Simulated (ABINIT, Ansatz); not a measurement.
Entries from a set of simulations; values are calculated unless marked as measured.

### KCl (Sylvite): one start, several treatments of the self-energy

Symmetry: Fm-3m, No. 225, cubic system. Conventional cell: a = 6.293 Å, b = 6.293 Å, c = 6.293 Å, α = 90.00°, β = 90.00°, γ = 90.00°. Nearest to K lie 6 Cl at 3.15 Å. Nearest to Cl lie 6 K at 3.15 Å. Farther neighbours, and contacts between anions beyond the nearest, are not listed.

- method: RPA screening on PBE, plane waves, norm-conserving pseudopotentials (and 4 further levels or steps)
- program: ABINIT 10.8.3
- settings: cutoff 33 Ha, PseudoDojo scalar-relativistic 0.4.1 standard, norm-conserving, ngkpt (4, 4, 4), nband 83, ecuteps 5.2 Ha, gwcalctyp 2, nfreqre 16, nfreqim 8, inclvkb 2, freqremax 40 eV, spmeth 1, nomegasf 120, shiftk (0, 0, 0), symchi 1, awtr 1, frequency cd, 4×4×4 k-mesh
- cost: 9 runs, 3.9 min in all on 4 MPI ranks of Intel Xeon Platinum 8259CL at 2.50GHz (Skylake/Cascade Lake), shared host
- notes: The program’s warnings: Min real frequency set to default [Ha] =. The cell and positions come from the Crystallography Open Database and are kept as given unless a step says otherwise. Static COHSEX lies above G0W0: it lacks the factor Z and overstates the Coulomb hole of the filled states.
- G0W0, Godby-Needs plasmon pole: 7.965 eV
- G0W0, Hybertsen-Louie plasmon pole: 8.229 eV
- G0W0, Engel-Farid plasmon pole: 8.064 eV
- one-shot COHSEX: 9.729 eV
- one-shot Hartree-Fock: 13.416 eV
- G0W0, contour deformation: 7.918 eV
- known limits: short of the basis limit

G0W0, Hybertsen-Louie plasmon pole: +0.264 eV against G0W0, Godby-Needs plasmon pole. G0W0, Engel-Farid plasmon pole: +0.099 eV against G0W0, Godby-Needs plasmon pole.

[Paths, hosts, dates, memory and timing lines, banners, echoed tables and standing remarks are left out of the program output; an Ansatz launch command may be rebuilt from the run's recorded settings. Measured values are a selection of at most five: reports struck by readers or far from the other reports are left out. None is set beside runs whose start may be inverted or whose files or cutoffs have a known fault.]

[Runs of the session that timed out or met a known fault of the program may be left out.]

[Hosts, paths, dates, database ids (printed as entryN), source tags and the programs' standing remarks are cut or masked in the printed files.]

[G0W0 gaps are taken among the corrected bands and points alone; a level outside them can change the order at an edge.]

[Where Ansatz stands beside ABINIT at settings called matched, ABINIT's density can come from a denser mesh and the files from another edition; pairs whose starting gaps differed by over 0.03 eV were left out, so agreement reads better than it is.]
